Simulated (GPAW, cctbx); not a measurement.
# What do these deviations say about the bonding?

(SrO)1(MgS)1, P4/mmm (no. 123), a = 3.5966 Å, b = 3.5966 Å, c = 5.8454 Å, α = 90.00°, β = 90.00°, γ = 90.00°.

| atom | mult. | x | y | z |
| --- | --- | --- | --- | --- |
| Sr1 | 1 | 0 | 0 | 0 |
| S1 | 1 | 0 | 0 | 1/2 |
| Mg1 | 1 | 1/2 | 1/2 | 1/2 |
| O1 | 1 | 1/2 | 1/2 | 0 |

The cell is a (SrO)1(MgS)1 superlattice along [001] of the rock-salt type, started at the mean lattice constant and relaxed freely, with no substrate.

Absolute values of the static structure factors of the conventional cell from DFT (PBE, GPAW) against free spherical atoms, in electrons:

| hkl | d (Å) | free atoms | crystal |
| --- | --- | --- | --- |
| 001 | 5.845 | 17.21 | 17.68 |
| 100 | 3.597 | 29.29 | 29.38 |
| 101 | 3.063 | 22.50 | 21.86 |
| 002 | 2.923 | 58.44 | 59.19 |
| 110 | 2.543 | 55.77 | 56.20 |
| 111 | 2.332 | 15.43 | 15.70 |
| 102 | 2.268 | 26.02 | 25.84 |
| 003 | 1.948 | 14.49 | 14.65 |
| 112 | 1.919 | 49.70 | 49.74 |
| 200 | 1.798 | 48.21 | 48.11 |

**Question.** Which way does charge move, and which reflections show it best?

Project each element's phase sum on the total phase. |F| rises if density moves to atoms that scatter in phase and falls if it moves to atoms that scatter against it; the rule is for low angles, since changes of shape take over beyond. Where all elements are in phase the terms compete, and the compactness of the donor's and the acceptor's density matters too.

| hkl | Sr in phase | S in phase | Mg in phase | O in phase | change (e) | (%) |
| --- | --- | --- | --- | --- | --- | --- |
| 001 | +1.0 | -1.0 | -1.0 | +1.0 | +0.46 | +2.7 |
| 100 | +1.0 | +1.0 | -1.0 | -1.0 | +0.09 | +0.3 |
| 101 | +1.0 | -1.0 | +1.0 | -1.0 | -0.64 | -2.8 |
| 002 | +1.0 | +1.0 | +1.0 | +1.0 | +0.75 | +1.3 |
| 110 | +1.0 | +1.0 | +1.0 | +1.0 | +0.43 | +0.8 |
| 111 | +1.0 | -1.0 | -1.0 | +1.0 | +0.27 | +1.8 |
| 102 | +1.0 | +1.0 | -1.0 | -1.0 | -0.18 | -0.7 |
| 003 | +1.0 | -1.0 | -1.0 | +1.0 | +0.15 | +1.0 |

Low-angle reflections that set elements apart and change by more than 0.05 e: 001, 100, 101, 111, 102 and 003. The signs fit a gain of density on S and O and a loss on Sr and Mg, apart from 102. The best witness is 101, -2.8 %, where O enters with -1.0. The real-space density agrees: Voronoi charges Sr +0.20, S -0.29, Mg +0.56, O -0.46 e. The shortest bond, Sr–O, has Δρ = +0.03 e/Å³ at its midpoint, which with the charge transfer marks a mainly ionic contact.
